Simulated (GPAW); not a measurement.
# Ballistic transport through a Ti chain with two Al atoms in line, cheap and dear

Wanted: the zero-bias transmission of a Ti chain with two Al atoms in line on a ladder of levels, with run times.

Calculated with GPAW 26.7.0; GPAW LCAO, PAW setups; Landauer transmission from Green's functions with principal layers (ASE), zero bias.

This is a report of a sequence of runs, with most program output left out.

**1. The structure**

The cell holds 16 atoms: 14 Ti and 2 Al. Cell: a = 9.000 Å, b = 9.000 Å, c = 36.987 Å, α = 90.0°, β = 90.0°, γ = 90.0°. Regions: left lead, 7 atoms (7 Ti); channel, 2 atoms (2 Al); right lead, 7 atoms (7 Ti). Vacuum lies along a and b. The structure is stacked along c, and the current runs across the ab planes.

**2. GPAW, dzp**

The script solves lead and junction separately, takes H and S in the orbital basis, and joins semi-infinite leads through their self-energies; the dzp basis is the working standard.

The input, run.py:

```python
import json
import numpy as np
from ase import Atoms
from ase.transport.calculators import TransportCalculator
from gpaw import GPAW, FermiDirac
from gpaw.lcao.tools import get_lcao_hamiltonian
from scipy.linalg import eigh

# The junction with lead layers at both ends, along the third cell vector
device = Atoms(
    ['Ti', 'Ti', 'Ti', 'Ti', 'Ti', 'Ti', 'Ti', 'Al', 'Al', 'Ti', 'Ti', 'Ti', 'Ti', 'Ti', 'Ti', 'Ti'],
    positions=[
        [4.50000, 4.50000, 1.15000],
        [4.50000, 4.50000, 3.45000],
        [4.50000, 4.50000, 5.75000],
        [4.50000, 4.50000, 8.05000],
        [4.50000, 4.50000, 10.35000],
        [4.50000, 4.50000, 12.65000],
        [4.50000, 4.50000, 14.95000],
        [4.50000, 4.50000, 17.29370],
        [4.50000, 4.50000, 19.69370],
        [4.50000, 4.50000, 22.03740],
        [4.50000, 4.50000, 24.33740],
        [4.50000, 4.50000, 26.63740],
        [4.50000, 4.50000, 28.93740],
        [4.50000, 4.50000, 31.23740],
        [4.50000, 4.50000, 33.53740],
        [4.50000, 4.50000, 35.83740]],
    cell=[[9.0, 0.0, 0.0], [0.0, 9.0, 0.0], [0.0, 0.0, 36.9874]],
    pbc=True)

# One principal layer of the lead: the first 5 atoms of the device
lead = Atoms(
    ['Ti', 'Ti', 'Ti', 'Ti', 'Ti'],
    positions=[
        [4.50000, 4.50000, 1.15000],
        [4.50000, 4.50000, 3.45000],
        [4.50000, 4.50000, 5.75000],
        [4.50000, 4.50000, 8.05000],
        [4.50000, 4.50000, 10.35000]],
    cell=[[9.0, 0.0, 0.0], [0.0, 9.0, 0.0], [0.0, 0.0, 11.5]],
    pbc=True)

settings = dict(mode='lcao', basis='dzp', xc='PBE', h=0.2,
                occupations=FermiDirac(0.1), maxiter=250,
                mixer=dict(beta=0.1, nmaxold=8, weight=100.0),
                convergence=dict(density=0.0001))
energies = np.arange(-2, 2 + 1e-9, 0.05)
eta = 0.0001
n1, n2 = 1, 1
# k and -k transmit alike, so half of the mesh across the current serves
mesh = [(i, j) for i in range(n1) for j in range(n2) if (i, j) <= (-i % n1, -j % n2)]
weights = np.array([1 if (i, j) == (-i % n1, -j % n2) else 2 for i, j in mesh]) / (n1 * n2)

# [... helper functions left out ...]
fermi_lead = ground_state(lead, (1, 1, 10), 'lead.txt')
fermi_device = ground_state(device, (1, 1, 2), 'device.txt')
# [... loop over the mesh left out, but for ...]
        # Shift the lead onto the potential of the device's first layer
        shift = ((H[:, 0, 0] - H0[:, 0, 0]) / S0[0, 0]).real.mean()
# [...]
kT = 8.617333e-5 * 200
bias = [0.1, 0.2, 0.5, 1.0, 1.5, 2.0]
# [... integrals and printing left out ...]
```

Run with:

```
> OMP_NUM_THREADS=1 OPENBLAS_NUM_THREADS=1 python run.py
```

The job ended after 3.6 min (1 thread of Arm Neoverse V1, shared host; peak memory 1.4 GiB).

Numbers from this step:

```
conductance                                    : 2.517 G₀
largest coupling past the next principal layer : 1.94e-7 eV
largest misfit of the first principal layer    : 0.02099 eV
shift that aligns the lead                     : -0.002919 eV
basis functions of the junction                : 432
basis functions of a principal layer           : 145
transmission at the Fermi level (one spin)     : 2.528
```

One spin. Transmission, zone mean against energy, zero at the Fermi level:

energy (eV), transmission, zone mean and a bar from the least value:
```
    -2.00       0.74 #####
    -1.90       0.81 ######
    -1.80       0.86 #######
    -1.70       0.91 #######
    -1.55       0.96 ########
    -1.45       0.98 ########
    -1.35       0.99 #########
    -1.25       1.00 #########
    -1.15       1.00 #########
    -1.05       0.99 ########
    -0.90       0.97 ########
    -0.80       0.98 ########
    -0.70       1.00 #########
    -0.60       1.04 #########
    -0.50       1.13 ##########
    -0.40       1.29 ############
    -0.25       1.75 ##################
    -0.15       2.11 #######################
    -0.05       2.42 ###########################
     0.00       2.53 #############################
     0.05       2.60 ##############################
     0.10       2.62 ##############################
     0.15       2.60 ##############################
     0.25       2.40 ###########################
     0.40       1.97 #####################
     0.50       1.75 ###################
     0.60       1.59 ################
     0.70       1.37 ##############
     0.80       1.08 ##########
     0.90       0.47 ##
     1.05       0.45 #
     1.15       0.44 #
     1.25       0.43 #
     1.35       0.42 #
     1.45       0.40 #
     1.55       0.39 #
     1.70       0.37 
     1.80       0.36 
     1.90       0.35 
     2.00       0.34
```

Not self-consistent under bias; the bias window is split evenly. The current through one cell, from the zero-bias transmission by bias:

| bias (V) | current through one cell, from the zero-bias transmission (μA) |
| --- | --- |
| 0.100 | 19.5 |
| 0.200 | 38.6 |
| 0.500 | 91.5 |
| 1.000 | 158 |
| 1.500 | 208 |
| 2.000 | 239 |

Transmission of the three most open eigenchannels against energy, zero at the Fermi level:

| energy (eV) | channel 1 | channel 2 | channel 3 |
| --- | --- | --- | --- |
| -2.000 | 0.736 | 2.2e-11 | 0 |
| -1.800 | 0.864 | 2.0e-11 | 0 |
| -1.600 | 0.947 | 1.8e-11 | 0 |
| -1.400 | 0.989 | 1.5e-11 | 0 |
| -1.200 | 0.997 | 0.00277 | 0.00277 |
| -1.000 | 0.927 | 0.0181 | 0.0181 |
| -0.800 | 0.868 | 0.0566 | 0.0566 |
| -0.600 | 0.799 | 0.122 | 0.122 |
| -0.400 | 0.739 | 0.276 | 0.276 |
| -0.200 | 0.693 | 0.620 | 0.620 |
| 0.000 | 0.938 | 0.938 | 0.653 |
| 0.200 | 0.955 | 0.955 | 0.608 |
| 0.400 | 0.705 | 0.705 | 0.560 |
| 0.600 | 0.535 | 0.535 | 0.515 |
| 0.800 | 0.480 | 0.299 | 0.299 |
| 1.000 | 0.453 | 8.8e-5 | 9.5e-7 |
| 1.200 | 0.431 | 1.2e-4 | 7.0e-7 |
| 1.400 | 0.409 | 1.6e-4 | 3.5e-7 |
| 1.600 | 0.386 | 2.0e-4 | 5.0e-12 |
| 1.800 | 0.362 | 2.5e-4 | 2.3e-12 |
| 2.000 | 0.344 | 3.0e-4 | 0 |

Couplings past the next layer reach 1.9e-7 eV, small enough to drop; the matrix elements of the cell's first layer differ from the bulk lead's by up to 0.021 eV. That layer keeps its own values in the calculation, and only beyond it is the lead taken as perfect. The Fermi levels of lead and junction count from different zeros of potential, one for each periodic cell; with both set to zero, the small remaining shift is what aligns them. By hand: G = 2.517 × 77.48 μS = 195 μS, a resistance of 5.13 kΩ; at 0.1 V a linear junction would pass 19.5 μA, and the integral over the bias window gives 19.5 μA.

**3. Single-zeta polarised basis**

The second zeta is dropped, the polarisation orbitals stay.

Edit run.py of step 2 so:

```diff
@@ -43,3 +43,3 @@
 
-settings = dict(mode='lcao', basis='dzp', xc='PBE', h=0.2,
+settings = dict(mode='lcao', basis='szp(dzp)', xc='PBE', h=0.2,
                 occupations=FermiDirac(0.1), maxiter=250,
```

It took 2.3 min on 1 thread; peak memory 1.3 GiB.

Numbers from this step:

```yaml
conductance: 2.511 G₀
largest_coupling_past_the_next_principal_layer: 2.02e-7 eV
largest_misfit_of_the_first_principal_layer: 0.03312 eV
shift_that_aligns_the_lead: 0.001409 eV
basis_functions_of_the_junction: 242
basis_functions_of_a_principal_layer: 80
transmission_at_the_fermi_level_one_spin: 2.526
```

One spin. Transmission, zone mean against energy, zero at the Fermi level:

| energy (eV) | transmission, zone mean |
| --- | --- |
| -2.00 | 0.702 |
| -1.90 | 0.766 |
| -1.80 | 0.825 |
| -1.70 | 0.874 |
| -1.55 | 0.932 |
| -1.45 | 0.961 |
| -1.35 | 0.982 |
| -1.25 | 1.00 |
| -1.15 | 1.01 |
| -1.05 | 1.00 |
| -0.90 | 0.984 |
| -0.80 | 0.969 |
| -0.70 | 0.969 |
| -0.60 | 1.00 |
| -0.50 | 1.07 |
| -0.40 | 1.22 |
| -0.25 | 1.65 |
| -0.15 | 2.04 |
| -0.05 | 2.40 |
| 0.00 | 2.53 |
| 0.05 | 2.60 |
| 0.10 | 2.61 |
| 0.15 | 2.57 |
| 0.25 | 2.31 |
| 0.40 | 1.82 |
| 0.50 | 1.60 |
| 0.60 | 1.26 |
| 0.70 | 0.492 |
| 0.80 | 0.473 |
| 0.90 | 0.456 |
| 1.05 | 0.431 |
| 1.15 | 0.415 |
| 1.25 | 0.401 |
| 1.35 | 0.387 |
| 1.45 | 0.375 |
| 1.55 | 0.363 |
| 1.70 | 0.349 |
| 1.80 | 0.342 |
| 1.90 | 0.336 |
| 2.00 | 0.331 |

Not self-consistent under bias; the bias window is split evenly. The current through one cell, from the zero-bias transmission by bias:

| bias (V) | current through one cell, from the zero-bias transmission (μA) |
| --- | --- |
| 0.100 | 19.4 |
| 0.200 | 38.4 |
| 0.500 | 89.8 |
| 1.000 | 152 |
| 1.500 | 190 |
| 2.000 | 218 |

The transmission of the three most open eigenchannels by energy, zero at the Fermi level:

| energy (eV) | channel 1 | channel 2 | channel 3 |
| --- | --- | --- | --- |
| -2.00 | 0.702 | 1.2e-9 | 0 |
| -1.85 | 0.796 | 1.3e-9 | 0 |
| -1.70 | 0.874 | 1.4e-9 | 0 |
| -1.60 | 0.915 | 1.5e-9 | 0 |
| -1.45 | 0.961 | 1.7e-9 | 0 |
| -1.30 | 0.990 | 9.5e-4 | 9.5e-4 |
| -1.15 | 0.995 | 0.00810 | 0.00810 |
| -1.05 | 0.974 | 0.0147 | 0.0147 |
| -0.90 | 0.919 | 0.0321 | 0.0321 |
| -0.75 | 0.847 | 0.0599 | 0.0599 |
| -0.60 | 0.797 | 0.102 | 0.102 |
| -0.50 | 0.774 | 0.150 | 0.150 |
| -0.35 | 0.739 | 0.296 | 0.296 |
| -0.20 | 0.701 | 0.570 | 0.570 |
| -0.05 | 0.871 | 0.871 | 0.659 |
| 0.00 | 0.940 | 0.940 | 0.646 |
| 0.05 | 0.983 | 0.983 | 0.633 |
| 0.20 | 0.932 | 0.932 | 0.596 |
| 0.35 | 0.705 | 0.705 | 0.562 |
| 0.50 | 0.535 | 0.535 | 0.531 |
| 0.60 | 0.511 | 0.375 | 0.375 |
| 0.75 | 0.482 | 8.2e-6 | 1.2e-6 |
| 0.90 | 0.456 | 5.0e-6 | 1.0e-6 |
| 1.05 | 0.431 | 2.2e-6 | 8.6e-7 |
| 1.15 | 0.415 | 7.9e-7 | 7.4e-7 |
| 1.30 | 0.394 | 5.4e-7 | 5.2e-7 |
| 1.45 | 0.375 | 1.3e-6 | 6.0e-8 |
| 1.60 | 0.358 | 5.6e-6 | 3.2e-9 |
| 1.70 | 0.349 | 1.0e-5 | 2.9e-9 |
| 1.85 | 0.339 | 2.1e-5 | 2.7e-9 |
| 2.00 | 0.331 | 3.6e-5 | 2.7e-9 |

The conductance, 2.51 G₀, lies 0.2 % below that of the dzp run.

**4. Minimal basis**

One function for each valence shell of the setup, as for a first survey of a large system.

Edit run.py of step 3 so:

```diff
@@ -43,3 +43,3 @@
 
-settings = dict(mode='lcao', basis='szp(dzp)', xc='PBE', h=0.2,
+settings = dict(mode='lcao', basis='sz(dzp)', xc='PBE', h=0.2,
                 occupations=FermiDirac(0.1), maxiter=250,
```

Run time: 1.8 min. Hardware: 1 thread; peak memory 1.3 GiB.

This step gave:

```
conductance                                    : 2.513 G₀
largest coupling past the next principal layer : 2.15e-7 eV
largest misfit of the first principal layer    : 0.04819 eV
shift that aligns the lead                     : -0.008947 eV
basis functions of the junction                : 190
basis functions of a principal layer           : 65
transmission at the Fermi level (one spin)     : 2.527
```

The conductance equals that of the dzp run to 0.2 %.

**5. LDA in the dzp basis: xc = "LDA"**

Back in the dzp basis, the functional changes from PBE to LDA, to set the spread between functionals beside that between bases.

Edit run.py of step 4 so:

```diff
@@ -43,3 +43,3 @@
 
-settings = dict(mode='lcao', basis='sz(dzp)', xc='PBE', h=0.2,
+settings = dict(mode='lcao', basis='dzp', xc='LDA', h=0.2,
                 occupations=FermiDirac(0.1), maxiter=250,
```

Elapsed: 3.4 min, on 1 thread; peak memory 1.4 GiB.

This step gave:

| Property | Result |
| --- | --- |
| conductance | 2.554 G₀ |
| largest coupling past the next principal layer | 2.50e-7 eV |
| largest misfit of the first principal layer | 0.02447 eV |
| shift that aligns the lead | -0.001178 eV |
| basis functions of the junction | 432 |
| basis functions of a principal layer | 145 |
| transmission at the Fermi level (one spin) | 2.566 |

The conductance, 2.55 G₀, lies 1.4 % above that of the dzp run.

**6. The ladder**

Times are for 1 thread of Arm Neoverse V1, shared host. The runs compared:

| no. | run | conductance (G₀) | time | memory (GiB) |
| --- | --- | --- | --- | --- |
| 1 | dzp | 2.517 | 3.6 min | 1.4 |
| 2 | szp | 2.511 | 2.3 min | 1.3 |
| 3 | sz | 2.513 | 1.8 min | 1.3 |
| 4 | dzp LDA | 2.554 | 3.4 min | 1.4 |

**7. Comparison**

The curves are compared point by point over the common energies.

This step: comparison of transmission and cost over codes and levels (GPAW 26.7.0).

Ladder, by row:

| step | code | T at the Fermi level (sum over the listed spins) | conductance (G0) | r.m.s. T(E) from the first | wall time (s) | peak memory (GiB) | threads |
| --- | --- | --- | --- | --- | --- | --- | --- |
| dzp | GPAW | 2.528 | 2.517 | 0 | 216.4 | 1.39 | 1 |
| szp | GPAW | 2.526 | 2.511 | 0.1895 | 138.3 | 1.33 | 1 |
| sz | GPAW | 2.527 | 2.513 | 0.2807 | 109.9 | 1.26 | 1 |
| dzp-LDA | GPAW | 2.566 | 2.554 | 0.0793 | 203 | 1.39 | 1 |

Table of transmission, zone mean, sum over the listed spins by energy, zero at the Fermi level:

| energy (eV) | dzp | szp | sz | dzp-LDA |
| --- | --- | --- | --- | --- |
| -2.000 | 0.736 | 0.702 | 0.799 | 0.738 |
| -1.800 | 0.864 | 0.825 | 0.884 | 0.866 |
| -1.600 | 0.947 | 0.915 | 0.948 | 0.950 |
| -1.400 | 0.989 | 0.972 | 0.991 | 0.991 |
| -1.200 | 1.00 | 1.01 | 1.01 | 0.997 |
| -1.000 | 0.963 | 0.999 | 0.946 | 0.952 |
| -0.800 | 0.981 | 0.969 | 0.929 | 0.956 |
| -0.600 | 1.04 | 1.00 | 1.01 | 1.04 |
| -0.400 | 1.29 | 1.22 | 1.33 | 1.31 |
| -0.200 | 1.93 | 1.84 | 2.00 | 1.95 |
| 0.000 | 2.53 | 2.53 | 2.53 | 2.57 |
| 0.050 | 2.60 | 2.60 | 2.56 | 2.63 |
| 0.100 | 2.62 | 2.61 | 2.54 | 2.65 |
| 0.200 | 2.52 | 2.46 | 2.34 | 2.55 |
| 0.400 | 1.97 | 1.82 | 1.69 | 2.05 |
| 0.600 | 1.59 | 1.26 | 0.461 | 1.64 |
| 0.800 | 1.08 | 0.473 | 0.427 | 1.23 |
| 1.000 | 0.454 | 0.439 | 0.400 | 0.468 |
| 1.200 | 0.431 | 0.407 | 0.376 | 0.449 |
| 1.400 | 0.410 | 0.381 | 0.353 | 0.430 |
| 1.600 | 0.386 | 0.358 | 0.331 | 0.408 |
| 1.800 | 0.363 | 0.342 | 0.310 | 0.387 |
| 2.000 | 0.345 | 0.331 | 0.294 | 0.371 |

**8. Temperature 150**

Temperature enters only through the Fermi window.

This step: GPAW LCAO, PAW setups; Landauer transmission from Green's functions with principal layers (ASE), zero bias (GPAW 26.7.0).

Edit run.py of step 5 so:

```diff
@@ -43,3 +43,3 @@
 
-settings = dict(mode='lcao', basis='dzp', xc='LDA', h=0.2,
+settings = dict(mode='lcao', basis='dzp', xc='PBE', h=0.2,
                 occupations=FermiDirac(0.1), maxiter=250,
@@ -61,3 +61,3 @@
 # [...]
-kT = 8.617333e-5 * 200
+kT = 8.617333e-5 * 150
 bias = [0.1, 0.2, 0.5, 1.0, 1.5, 2.0]
```

Run time: 3.6 min. Hardware: 1 thread; peak memory 1.4 GiB.

This step gave:

* conductance: 2.521 G₀
* largest coupling past the next principal layer: 1.94e-7 eV
* largest misfit of the first principal layer: 0.02099 eV
* shift that aligns the lead: -0.002919 eV
* transmission at the Fermi level (one spin): 2.528

One spin. The transmission, zone mean by energy, zero at the Fermi level:

| energy (eV) | transmission, zone mean |
| --- | --- |
| -2.000 | 0.736 |
| -1.800 | 0.864 |
| -1.600 | 0.947 |
| -1.400 | 0.989 |
| -1.200 | 1.00 |
| -1.000 | 0.963 |
| -0.800 | 0.981 |
| -0.600 | 1.04 |
| -0.400 | 1.29 |
| -0.200 | 1.93 |
| 0.000 | 2.53 |
| 0.100 | 2.62 |
| 0.200 | 2.52 |
| 0.400 | 1.97 |
| 0.600 | 1.59 |
| 0.800 | 1.08 |
| 1.000 | 0.454 |
| 1.200 | 0.431 |
| 1.400 | 0.410 |
| 1.600 | 0.386 |
| 1.800 | 0.363 |
| 2.000 | 0.345 |

Not self-consistent under bias; the bias window is split evenly. The current through one cell, from the zero-bias transmission by bias:

| bias (V) | current through one cell, from the zero-bias transmission (μA) |
| --- | --- |
| 0.100 | 19.5 |
| 0.200 | 38.7 |
| 0.500 | 91.6 |
| 1.000 | 158 |
| 1.500 | 208 |
| 2.000 | 239 |

The transmission of the three most open eigenchannels by energy, zero at the Fermi level:

(Unchanged from step 2.)

With these changes, and at 150 K in place of 200 K, the conductance is 2.52 G₀ against 2.52 in the dzp run; T at the Fermi level, which temperature doesn't enter, is 2.53 against 2.53.

**9. A second varied run**

A last run, with other settings again.

Edit run.py of step 8 so:

```diff
@@ -44,3 +44,3 @@
 settings = dict(mode='lcao', basis='dzp', xc='PBE', h=0.2,
-                occupations=FermiDirac(0.1), maxiter=250,
+                occupations=FermiDirac(0.1), maxiter=60,
                 mixer=dict(beta=0.1, nmaxold=8, weight=100.0),
@@ -48,3 +48,3 @@
 energies = np.arange(-2, 2 + 1e-9, 0.05)
-eta = 0.0001
+eta = 0.2
 n1, n2 = 1, 1
@@ -61,3 +61,3 @@
 # [...]
-kT = 8.617333e-5 * 150
+kT = 8.617333e-5 * 200
 bias = [0.1, 0.2, 0.5, 1.0, 1.5, 2.0]
```

It took 3.3 min on 1 thread; peak memory 1.4 GiB.

The run finished. A setting was moved off its sound value on purpose, so it serves as a test and not as the result.

The fault put into the input: a broadening of tenths of an eV (eta = 0.2).

Side by side:

| quantity | this run | sound run | difference |
| --- | --- | --- | --- |
| conductance (G₀) | 0.054644 | 2.5172 | -2.46 |
| transmission at the Fermi level (one spin) | 0.054742 | 2.5282 | -2.47 |

The two runs differ clearly in the transmission at the Fermi level (one spin): 0.0547 against 2.53.

**10. Outcome**

| Quantity | Value |
| --- | --- |
| conductance | 2.52 G₀ |
| transmission at the Fermi level, mean of the spins | 2.53 |

What this shows: In the dzp basis the junction conducts 2.52 G₀ at 200 K, with T = 2.53 a spin at the Fermi level; the sz basis reaches that conductance within 10 %. At the Fermi level the three most open eigenchannels pass 0.94, 0.94 and 0.65. Measured against the first run (dzp), the nearest curve is that of dzp-LDA (r.m.s. 0.079) and the farthest that of sz (0.28). Over the compared runs wall time goes from 110 s (sz) to 216 s (dzp), on a shared host. The geometry was built from estimated bond lengths and not relaxed, so the numbers describe this model structure. The run had no spin polarisation, so a magnetic state, which chains and small molecules with open shells often have, wasn't tested. An evenly spaced straight chain is an idealisation: free chains tend to dimerise, zigzag or, where a band edge lies near the Fermi level, turn magnetic. The currents use the zero-bias T(E) throughout, which holds only while the bias is small against the distance to the nearest feature. The thermopower isn't quoted: it samples T(E) farther from the Fermi level than the conductance does, and the energy grid wasn't tested for it.

[Logs are printed without paths, hosts, clocks, repeated set-up lines and the standing remarks that a program may print on its own settings, such as how far it seeks lower states.]

[Hosts, paths, dates, database ids (printed as entryN), source tags and the programs' standing remarks are cut or masked in the printed files.]
